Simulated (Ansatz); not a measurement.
## Cl on Mo(110): change of the work function

How does Cl on the hollow site change the work function of Mo(110) as the layer fills?

Calculated with Ansatz 0.2.0; plane-wave DFT, PBE, Ansatz PAW.

### Step 1. The starting structure

The cell holds 4 atoms: 4 Mo. Its edges and angles: a = 2.728 Å, b = 2.728 Å, c = 24.682 Å, α = 90.0°, β = 90.0°, γ = 70.5°. Vacuum lies along c.

### Step 2. The clean slab

The bare slab comes first, as the zero from which every change is counted. The two lowest layers are held at bulk places and the upper ones relax. The dipole correction removes the false field that a one-sided slab makes across the periodic vacuum, so each face gets a flat vacuum level of its own.

The input, input.yaml:

```yaml
crystal:
  lattice:
    - [2.2273863607, -1.575, 0.0]
    - [2.2273863607, 1.575, 0.0]
    - [0.0, 0.0, 24.6821590822]
  atoms:
    - { symbol: Mo, position: [0.0, 0.0, 0.3646358477] }
    - { symbol: Mo, position: [0.5, 0.5, 0.4548786159] }
    - { symbol: Mo, position: [0.0, 0.0, 0.5451213841] }
    - { symbol: Mo, position: [0.5, 0.5, 0.6353641523] }
kpoints:
  mp_grid: { grid: [12, 12, 1] }
hamiltonian:
  xc: pbe
scf:
  occupations: { method: fermi_dirac, width: 0.1 }
  convergence: { dr2_threshold: 1.0e-08 }
efield:
  axis: 3
  dipole_correction: true
  ramp_position: 0.97
  ramp_width: 0.06
relax:
  f_tol: 0.02
  max_steps: 60
  constraints: [{ sites: [0, 1] }]
output:
  write_potential: true
  write_density: true
  volumetric_format: npy
```

Started as:

```sh
$ ansatz run input.yaml --threads 4 --pin off --max-ram 6144MiB --backend cpu --events-out ev --progress --plain --runs-dir out
```

Numbers of over 12 decimals in the logs are rounded to 6 here.

Log:

```text
Engine: ansatz 0.2.0, aarch64-unknown-linux-gnu
Pseudopotentials: kind: paw
Pseudopotential: Mo, paw, valence charge 14, recommended cutoff 420 eV (normal), Mo.paw.azcp
Functional definition: PBE
  parameter kappa = 0.804
  parameter beta = 0.066725
  exchange = pbe_x(kappa = kappa, mu = beta*pi^2/3)
  correlation = pbe_c(beta = beta)
Crystal: 4 atoms, lattice volume = 173.177 Å³
Basis set: ecut = 420 eV, 3445 PW (Γ), exchange–correlation on 40×40×360 points (8 copies of the dense FFT grid, shifted against one another)
Bands: 34, of which v1, the nominal top of the filled ones, is band 28 counted from 1 (27 counted from 0)
Symmetry: 4 space group operations
k-points: 43 of 144
Non-local potential: Mo, projectors of the file, l = 0: 3, l = 1: 2, l = 2: 2, l = 3: 1
PAW form: soft (Blöchl's): semilocal exchange-correlation on the pseudo side does not see the compensation charge
PAW one-centre angular grid: Mo, 590 points (default); XC on 64 Gauss nodes
Initial density: superposition of atomic densities (neutral atoms: chi_scale 0, normalization atom), corrected by the library's trained network
Initial wavefunctions: pseudopotential atomic-orbital guess
Functional: x = pbe(κ = 0.804, μ = 0.219515), c = pbe(β = 0.066725)
SCF iter   1: F=—  HF=-19821.647128 eV  |F-HF|=—  |Δ(HF+E_count)|=         —  Δρ=3.78e-3  dr2=1.40e-1  ethr=1.77e-3  p=-0.000 e·Å  D=-4.77e-14 V/Å  ΔV_dip=0.00 eV  dr2_dipole=1.17e-6  V_vac-E_F(+/−)=4.86/4.86 eV  ⟨swp⟩=8.9  Hψ=15645  notcnv=0  defer=5
efield: sawtooth ramp at fractional position 0.9700 (set: `efield.ramp_position`, or a place that a band, a saddle search or an elastic batch's reference lends), width 0.0600; the density the first Hamiltonian is built on has a dipole p = -0.000 e·Å; the dipole correction subtracts the counter field D = -4.77e-14 V/Å, which shifts the + side's vacuum level by +0.00 eV against the − side's; the planar-averaged density in the ramp window peaks in size at 1.4e-5 e/Å³
automatic band count: the SCF goes on with 40 bands, as 34 were too few: the levels above may hold too much charge
preconditioner: auto → LDOS  [metal: Δε(μ)=0.026 eV  Ē_g=5.170 eV  σ=0.100 eV  W_gap=0.07  n_scr=16 (ndim 8)  ℏωp=13.8 eV  f_vac=0.563  D(μ)=3.57/eV (n_scr^D=14)  β→1.0]
SCF iter   2: F=—  HF=-19821.643445 eV  |F-HF|=—  |Δ(HF+E_count)|=   3.68e-3  Δρ=1.93e-3  dr2=1.96e-2  ethr=2.50e-4  p=0.000 e·Å  D=4.94e-6 V/Å  ΔV_dip=-0.00 eV  dr2_dipole=1.04e-6  V_vac-E_F(+/−)=4.70/4.70 eV  ⟨swp⟩=2.1  Hψ=2763  notcnv=0  defer=21
SCF iter   3: F=—  HF=-19821.641435 eV  |F-HF|=—  |Δ(HF+E_count)|=   2.01e-3  Δρ=5.02e-4  dr2=1.45e-3  ethr=3.50e-5  p=0.000 e·Å  D=3.71e-6 V/Å  ΔV_dip=-0.00 eV  dr2_dipole=1.26e-7  V_vac-E_F(+/−)=4.72/4.72 eV  ⟨swp⟩=2.2  Hψ=2388  notcnv=0  defer=21
SCF iter   4: F=—  HF=-19821.641192 eV  |F-HF|=—  |Δ(HF+E_count)|=   2.43e-4  Δρ=1.36e-4  dr2=7.48e-5  ethr=2.60e-6  p=0.000 e·Å  D=1.73e-6 V/Å  ΔV_dip=-0.00 eV  dr2_dipole=3.25e-8  V_vac-E_F(+/−)=4.71/4.71 eV  ⟨swp⟩=3.0  Hψ=2598  notcnv=0  defer=21
SCF iter   5: F=—  HF=-19821.641218 eV  |F-HF|=—  |Δ(HF+E_count)|=   2.63e-5  Δρ=3.96e-5  dr2=6.14e-6  ethr=1.34e-7  p=0.000 e·Å  D=1.87e-7 V/Å  ΔV_dip=-0.00 eV  dr2_dipole=7.65e-10  V_vac-E_F(+/−)=4.70/4.70 eV  ⟨swp⟩=2.6  Hψ=2473  notcnv=0  defer=21
SCF iter   6: F=—  HF=-19821.641292 eV  |F-HF|=—  |Δ(HF+E_count)|=   7.41e-5  Δρ=1.55e-5  dr2=8.69e-7  ethr=1.10e-8  p=-0.000 e·Å  D=-9.80e-8 V/Å  ΔV_dip=0.00 eV  dr2_dipole=2.52e-12  V_vac-E_F(+/−)=4.70/4.70 eV  ⟨swp⟩=2.1  Hψ=2413  notcnv=0  defer=21
SCF iter   7: F=—  HF=-19821.641293 eV  |F-HF|=—  |Δ(HF+E_count)|=   4.78e-7  Δρ=4.02e-6  dr2=7.37e-8  ethr=1.55e-9  p=-0.000 e·Å  D=-1.26e-7 V/Å  ΔV_dip=0.00 eV  dr2_dipole=3.54e-11  V_vac-E_F(+/−)=4.69/4.69 eV  ⟨swp⟩=2.1  Hψ=2303  notcnv=0  defer=21
SCF iter   8: F=-19821.641293 eV  HF=-19821.641293 eV  |F-HF|=4.35e-9  |Δ(HF+E_count)|=   8.38e-8  Δρ=1.47e-6  dr2=6.61e-9  ethr=1.79e-11  p=-0.000 e·Å  D=-2.54e-8 V/Å  ΔV_dip=0.00 eV  dr2_dipole=1.82e-12  V_vac-E_F(+/−)=4.69/4.69 eV  ⟨swp⟩=10.7  Hψ=11443  notcnv=0
SCF 1 converged in 8 iterations: F = -19821.641293 eV  dr2 = 6.61e-9
  greatest PAW one-centre occupation: 0.998 electrons in one spin orbital (limit 2), on the Mo atom at site 0 (counted from 0), in its partial waves of l = 0
relax step   1: F+E_penalty+E_count = -19821.64129266 eV  Δ(F+E_penalty+E_count) = +0.000e0 eV  max|allowed force component| = 6.071e-1 eV/Å  Δτ_max = 0.0000 Å  (8 SCF iters, accepted)
Bands: 40, of which v1, the nominal top of the filled ones, is band 28 counted from 1 (27 counted from 0)
Initial density: handed on by an earlier stage of this run
Initial wavefunctions: those handed on with the density
iter 1 solved again at ethr=6.81e-4 eV; its pass at ethr=3.10e-3 eV (dr2=3.81e-1 eV) is discarded
SCF iter   1: F=—  HF=-19821.655298 eV  |F-HF|=—  |Δ(HF+E_count)|=         —  Δρ=9.01e-3  dr2=3.79e-1  ethr=6.81e-4  p=0.000 e·Å  D=7.10e-7 V/Å  ΔV_dip=-0.00 eV  dr2_dipole=2.16e-3  V_vac-E_F(+/−)=4.71/4.71 eV  ⟨swp⟩=1.6  Hψ=6582  notcnv=0  defer=26
efield: sawtooth ramp at fractional position 0.9700 (set: `efield.ramp_position`, or a place that a band, a saddle search or an elastic batch's reference lends), width 0.0600; the density the first Hamiltonian is built on has a dipole p = 0.000 e·Å; the dipole correction subtracts the counter field D = 7.10e-7 V/Å, which shifts the + side's vacuum level by -0.00 eV against the − side's; the planar-averaged density in the ramp window peaks in size at 3.6e-6 e/Å³
preconditioner: auto → LDOS  [metal: Δε(μ)=0.032 eV  Ē_g=5.280 eV  σ=0.100 eV  W_gap=0.08  n_scr=16 (ndim 8)  ℏωp=13.8 eV  f_vac=0.569  D(μ)=3.64/eV (n_scr^D=14)  β→1.0]
SCF iter   2: F=—  HF=-19821.637649 eV  |F-HF|=—  |Δ(HF+E_count)|=   1.76e-2  Δρ=4.01e-3  dr2=1.08e-1  ethr=6.78e-4  p=0.007 e·Å  D=7.44e-3 V/Å  ΔV_dip=-0.18 eV  dr2_dipole=1.22e-3  V_vac-E_F(+/−)=4.51/4.69 eV  ⟨swp⟩=2.3  Hψ=2710  notcnv=0  defer=26
SCF iter   3: F=—  HF=-19821.629265 eV  |F-HF|=—  |Δ(HF+E_count)|=   8.38e-3  Δρ=1.79e-3  dr2=1.82e-2  ethr=1.92e-4  p=0.006 e·Å  D=6.37e-3 V/Å  ΔV_dip=-0.16 eV  dr2_dipole=2.87e-4  V_vac-E_F(+/−)=4.55/4.71 eV  ⟨swp⟩=2.4  Hψ=3010  notcnv=0  defer=26
SCF iter   4: F=—  HF=-19821.625513 eV  |F-HF|=—  |Δ(HF+E_count)|=   3.75e-3  Δρ=4.20e-4  dr2=7.00e-4  ethr=3.26e-5  p=0.007 e·Å  D=7.29e-3 V/Å  ΔV_dip=-0.18 eV  dr2_dipole=1.75e-5  V_vac-E_F(+/−)=4.52/4.70 eV  ⟨swp⟩=3.0  Hψ=2790  notcnv=0  defer=26
[...]
SCF iter   2: F=—  HF=-19821.665867 eV  |F-HF|=—  |Δ(HF+E_count)|=   3.93e-3  Δρ=2.32e-3  dr2=4.41e-2  ethr=1.98e-4  p=0.006 e·Å  D=6.20e-3 V/Å  ΔV_dip=-0.15 eV  dr2_dipole=3.08e-3  V_vac-E_F(+/−)=4.55/4.71 eV  ⟨swp⟩=2.0  Hψ=2819  notcnv=0  defer=26
SCF iter   3: F=—  HF=-19821.662932 eV  |F-HF|=—  |Δ(HF+E_count)|=   2.93e-3  Δρ=8.29e-4  dr2=4.40e-3  ethr=7.87e-5  p=0.006 e·Å  D=6.03e-3 V/Å  ΔV_dip=-0.15 eV  dr2_dipole=6.38e-4  V_vac-E_F(+/−)=4.55/4.70 eV  ⟨swp⟩=2.0  Hψ=2289  notcnv=0  defer=26
SCF iter   4: F=—  HF=-19821.662281 eV  |F-HF|=—  |Δ(HF+E_count)|=   6.51e-4  Δρ=2.74e-4  dr2=4.17e-4  ethr=7.86e-6  p=0.005 e·Å  D=5.32e-3 V/Å  ΔV_dip=-0.13 eV  dr2_dipole=6.02e-5  V_vac-E_F(+/−)=4.57/4.70 eV  ⟨swp⟩=3.5  Hψ=3103  notcnv=0  defer=26
SCF iter   5: F=—  HF=-19821.662247 eV  |F-HF|=—  |Δ(HF+E_count)|=   3.44e-5  Δρ=7.82e-5  dr2=1.95e-5  ethr=7.44e-7  p=0.005 e·Å  D=5.03e-3 V/Å  ΔV_dip=-0.12 eV  dr2_dipole=1.52e-6  V_vac-E_F(+/−)=4.57/4.70 eV  ⟨swp⟩=2.5  Hψ=2528  notcnv=0  defer=26
SCF iter   6: F=—  HF=-19821.662255 eV  |F-HF|=—  |Δ(HF+E_count)|=   8.41e-6  Δρ=2.97e-5  dr2=1.83e-6  ethr=3.48e-8  p=0.005 e·Å  D=4.92e-3 V/Å  ΔV_dip=-0.12 eV  dr2_dipole=6.07e-9  V_vac-E_F(+/−)=4.57/4.70 eV  ⟨swp⟩=2.1  Hψ=2353  notcnv=0  defer=26
SCF iter   7: F=—  HF=-19821.662328 eV  |F-HF|=—  |Δ(HF+E_count)|=   7.26e-5  Δρ=1.27e-5  dr2=5.23e-7  ethr=3.28e-9  p=0.005 e·Å  D=4.84e-3 V/Å  ΔV_dip=-0.12 eV  dr2_dipole=2.79e-8  V_vac-E_F(+/−)=4.58/4.70 eV  ⟨swp⟩=2.2  Hψ=2457  notcnv=0  defer=26
SCF iter   8: F=—  HF=-19821.662328 eV  |F-HF|=—  |Δ(HF+E_count)|=   8.18e-8  Δρ=2.77e-6  dr2=3.21e-8  ethr=9.33e-10  p=0.005 e·Å  D=4.83e-3 V/Å  ΔV_dip=-0.12 eV  dr2_dipole=1.62e-9  V_vac-E_F(+/−)=4.58/4.70 eV  ⟨swp⟩=2.8  Hψ=3060  notcnv=0  defer=26
SCF iter   9: F=-19821.662328 eV  HF=-19821.662328 eV  |F-HF|=6.61e-9  |Δ(HF+E_count)|=   1.92e-8  Δρ=8.01e-7  dr2=1.26e-9  ethr=1.79e-11  p=0.005 e·Å  D=4.82e-3 V/Å  ΔV_dip=-0.12 eV  dr2_dipole=8.80e-14  V_vac-E_F(+/−)=4.58/4.70 eV  ⟨swp⟩=10.0  Hψ=11105  notcnv=0
SCF 3 converged in 9 iterations: F = -19821.662328 eV  dr2 = 1.26e-9
relax step   3: F+E_penalty+E_count = -19821.66232783 eV  Δ(F+E_penalty+E_count) = -2.104e-2 eV  max|allowed force component| = 1.718e-1 eV/Å  Δτ_max = 0.0695 Å  (9 SCF iters, accepted)
SCF iter   1: F=—  HF=-19821.663910 eV  |F-HF|=—  |Δ(HF+E_count)|=         —  Δρ=8.39e-4  dr2=3.50e-3  ethr=6.23e-5  p=0.005 e·Å  D=4.82e-3 V/Å  ΔV_dip=-0.12 eV  dr2_dipole=1.17e-4  V_vac-E_F(+/−)=4.57/4.69 eV  ⟨swp⟩=2.4  Hψ=3395  notcnv=0  defer=26
efield: sawtooth ramp at fractional position 0.9700 (set: `efield.ramp_position`, or a place that a band, a saddle search or an elastic batch's reference lends), width 0.0600; the density the first Hamiltonian is built on has a dipole p = 0.005 e·Å; the dipole correction subtracts the counter field D = 4.82e-3 V/Å, which shifts the + side's vacuum level by -0.12 eV against the − side's; the planar-averaged density in the ramp window peaks in size at 4.2e-6 e/Å³
preconditioner: auto → LDOS  [metal: Δε(μ)=0.010 eV  Ē_g=5.198 eV  σ=0.100 eV  W_gap=0.02  n_scr=16 (ndim 8)  ℏωp=13.8 eV  f_vac=0.567  D(μ)=3.47/eV (n_scr^D=14)  β→1.0]
SCF iter   2: F=—  HF=-19821.663782 eV  |F-HF|=—  |Δ(HF+E_count)|=   1.29e-4  Δρ=4.26e-4  dr2=1.37e-3  ethr=6.24e-6  p=0.004 e·Å  D=4.06e-3 V/Å  ΔV_dip=-0.10 eV  dr2_dipole=2.10e-5  V_vac-E_F(+/−)=4.60/4.70 eV  ⟨swp⟩=2.0  Hψ=2569  notcnv=0  defer=26
SCF iter   3: F=—  HF=-19821.663686 eV  |F-HF|=—  |Δ(HF+E_count)|=   9.57e-5  Δρ=1.70e-4  dr2=1.67e-4  ethr=2.44e-6  p=0.004 e·Å  D=4.18e-3 V/Å  ΔV_dip=-0.10 eV  dr2_dipole=3.14e-6  V_vac-E_F(+/−)=4.59/4.69 eV  ⟨swp⟩=2.0  Hψ=2242  notcnv=0  defer=26
SCF iter   4: F=—  HF=-19821.663652 eV  |F-HF|=—  |Δ(HF+E_count)|=   3.40e-5  Δρ=4.02e-5  dr2=5.53e-6  ethr=2.98e-7  p=0.004 e·Å  D=4.07e-3 V/Å  ΔV_dip=-0.10 eV  dr2_dipole=5.64e-7  V_vac-E_F(+/−)=4.60/4.70 eV  ⟨swp⟩=3.4  Hψ=3040  notcnv=0  defer=26
SCF iter   5: F=—  HF=-19821.663725 eV  |F-HF|=—  |Δ(HF+E_count)|=   7.28e-5  Δρ=1.23e-5  dr2=5.70e-7  ethr=9.88e-9  p=0.004 e·Å  D=3.99e-3 V/Å  ΔV_dip=-0.10 eV  dr2_dipole=4.14e-8  V_vac-E_F(+/−)=4.60/4.70 eV  ⟨swp⟩=2.7  Hψ=2634  notcnv=0  defer=26
SCF iter   6: F=—  HF=-19821.663725 eV  |F-HF|=—  |Δ(HF+E_count)|=   2.09e-7  Δρ=3.79e-6  dr2=5.80e-8  ethr=1.02e-9  p=0.004 e·Å  D=3.95e-3 V/Å  ΔV_dip=-0.10 eV  dr2_dipole=2.21e-9  V_vac-E_F(+/−)=4.60/4.70 eV  ⟨swp⟩=2.3  Hψ=2338  notcnv=0  defer=26
SCF iter   7: F=-19821.663725 eV  HF=-19821.663725 eV  |F-HF|=3.94e-9  |Δ(HF+E_count)|=   3.95e-8  Δρ=1.56e-6  dr2=8.46e-9  ethr=1.79e-11  p=0.004 e·Å  D=3.94e-3 V/Å  ΔV_dip=-0.10 eV  dr2_dipole=2.54e-10  V_vac-E_F(+/−)=4.60/4.70 eV  ⟨swp⟩=10.8  Hψ=11522  notcnv=0
SCF 4 converged in 7 iterations: F = -19821.663725 eV  dr2 = 8.46e-9
relax step   4: F+E_penalty+E_count = -19821.66372504 eV  Δ(F+E_penalty+E_count) = -1.397e-3 eV  max|allowed force component| = 6.160e-3 eV/Å  Δτ_max = 0.0105 Å  (7 SCF iters, accepted)
NSCF: frozen V_eff on 43 k-points
the band table was solved once a step of the walk had ended and its energy, with any forces and stress, was formed, with the checks that follow a solve (8311 applications of the Hamiltonian). They found nothing against the state; the energy, forces and stress were not computed again (output.eigenvalues in the input reference)
SCF converged after 7 iterations
Free energy (F): -19821.663725 eV
Harris-Foulkes:  -19821.663725 eV  (|F-HF|=3.94e-9)
Internal energy: -19821.546906 eV  (E = F + TS)
E sigma→0 (E₀):  -19821.605316 eV
Entropy (-TS):   -0.116819 eV (-29.205 meV/atom)
Fermi energy:    4.749028 eV
Dipole field:    D = 0.003959 V/Å  (p = 0.003789 e·Å, saw-weighted, corrected)
Work function:   Φ+ = 4.5981 eV   Φ− = 4.6959 eV
Levels:          The Fermi level and band energies are counted from a zero that moves with the ramp; work functions are not
--- Per-component energies (eV) ---
  E_band       = -1128.803111
  E_kinetic    = 1758.636080
  E_local      = -73076.345041  (includes V_loc(G=0)·N_el)
  E_nonlocal   = 573.008628
  E_hartree    = 35551.715061
  E_xc         = -730.509319
  E_vxc        = -911.323819  (∫ρ·V_xc dr)
  E_paw        = -12805.328644  (= ΣΔE_a)
  E_vpaw       = -576.218630  (= ΣTr[D̂ρ^β])
  E_aug_tail   = 0.000170  (compensation charges beyond the density's cutoff)
  E_efield     = 0.000007  (sawtooth field / dipole correction)
  E_vefield    = 0.002053  (∫n·V_field dr)
  E_ewald      = 28907.276150
  E_smearing   = -0.116819  (= −TS)
  E_closure    = -0.000000  (closes the sum)
  Σ components = -19821.663725   (vs F -19821.663725, Δ=0.00e0)
--- Forces (eV/Å), atoms counted from 1 ---
  atom   1  Mo     0.00000000     0.00000000     0.48968418
  atom   2  Mo     0.00000000    -0.00000000    -0.48732710
  atom   3  Mo     0.00000000    -0.00000000    -0.00615965
  atom   4  Mo     0.00000000     0.00000000     0.00374722
  max |Σ_I F_I| component: 5.54e-5 eV/Å
--- Band table (eV; the first three rows and the last of 43) ---
  k-point 0: bands = [... 24 lower, 3.2679, 3.3587, 3.5222, 3.7666, 4.8655, 5.1015, 5.8499, 5.9160, ... 8 higher]
  k-point 1: bands = [... 24 lower, 3.1262, 3.2374, 3.5562, 3.9741, 4.5550, 5.1890, 5.4643, 5.7715, ... 8 higher]
  k-point 2: bands = [... 24 lower, 2.9540, 3.0742, 3.7021, 3.9784, 4.4501, 4.6794, 5.6510, 5.7078, ... 8 higher]
  k-point 42: bands = [... 24 lower, 3.2412, 5.2680, 5.2859, 5.5507, 5.7353, 6.1980, 7.4154, 7.7054, ... 8 higher]
--- Relaxed structure (4 steps of the walk, 3 accepted, 0 SCFs on fresh bases) ---
  F+E_penalty+E_count = -19821.66372504 eV   max|allowed force component| = 6.160e-3 eV/Å
  atoms:
    - { symbol: Mo, position: [0.0, 0.0, 0.364636] }
    - { symbol: Mo, position: [0.500000, 0.500000, 0.454879] }
    - { symbol: Mo, position: [-3.918100186470955e-19, 3.918100186470955e-19, 0.546022] }
    - { symbol: Mo, position: [0.500000, 0.500000, 0.632974] }
```

It took 20 s on 4 threads of Arm Neoverse V2, shared host; peak memory 0.58 GiB.

Step by step:

| step | energy less that of the first step (eV) | largest force component (eV/Å) |
| --- | --- | --- |
| 1 | 0.0000 | 0.6071 |
| 2 | 0.0156 | 0.8030 |
| 3 | -0.0210 | 0.1718 |
| 4 | -0.0224 | 0.0062 |

Relaxation step 2 was tried and not accepted.

Forces are held to the 4 operations that the run works with; a distortion that breaks them can't arise in this run.

The atoms that moved most (Å):

| atom | dx | dy | dz | length |
| --- | --- | --- | --- | --- |
| Mo4 | 0.000 | 0.000 | -0.059 | 0.059 |
| Mo3 | 0.000 | 0.000 | 0.022 | 0.022 |

Final coordinates:

```xyz
4
Lattice="2.2274 -1.5750 0.0000 2.2274 1.5750 0.0000 0.0000 0.0000 24.6822" Properties=species:S:1:pos:R:3
Mo    0.0000    0.0000    9.0000
Mo    2.2274    0.0000   11.2274
Mo    0.0000    0.0000   13.4770
Mo    2.2274    0.0000   15.6232
```

This step gave:

```
energy at zero smearing        : -19821.6053 eV
work function, upper face      : 4.598 eV
work function, lower face      : 4.696 eV
dipole along the normal        : 0.003789 e·Å
step between the vacuum levels : -0.09771 eV
```

Running mean over 2.227 Å of the planar mean; the ramp of the sawtooth is left out. Table of electron's electrostatic potential energy less the Fermi level by z:

| z (Å) | electron's electrostatic potential energy less the Fermi level (eV) |
| --- | --- |
| 3.5 | 4.70 |
| 4.0 | 4.69 |
| 4.5 | 4.69 |
| 5.0 | 4.68 |
| 5.5 | 4.65 |
| 6.0 | 4.55 |
| 6.5 | 4.23 |
| 7.0 | 3.21 |
| 7.5 | -0.134 |
| 8.0 | -5.98 |
| 8.5 | -10.8 |
| 9.0 | -12.4 |
| 9.5 | -12.6 |
| 10.0 | -12.7 |
| 10.5 | -12.8 |
| 11.0 | -12.9 |
| 11.5 | -12.9 |
| 12.0 | -12.7 |
| 12.5 | -12.7 |
| 13.0 | -12.8 |
| 13.5 | -13.0 |
| 14.0 | -13.4 |
| 14.5 | -13.7 |
| 15.0 | -13.3 |
| 15.5 | -12.7 |
| 16.0 | -11.5 |
| 16.5 | -7.48 |
| 17.0 | -1.49 |
| 17.5 | 2.59 |
| 18.0 | 3.99 |
| 18.5 | 4.41 |
| 19.0 | 4.54 |
| 19.5 | 4.58 |
| 20.0 | 4.59 |
| 20.5 | 4.60 |
| 21.0 | 4.60 |
| 21.5 | 4.60 |

The relaxation took 4 steps and lowered the energy by 0.022 eV; the largest force on the free atoms ends at 0.0062 eV/Å.

The work function of the upper face is 4.60 eV.

[end of part 1 of 3]

[Logs are printed without paths, hosts, clocks, repeated set-up lines and the standing remarks that a program may print on its own settings, such as how far it seeks lower states.]

[Hosts, paths, dates, database ids (printed as entryN), source tags and the programs' standing remarks are cut or masked in the printed files.]

[Maps of the electrostatic potential energy from Ansatz leave out the sawtooth potential of an applied field or a dipole correction, so their vacuum need not be flat; planar profiles and work functions include it.]
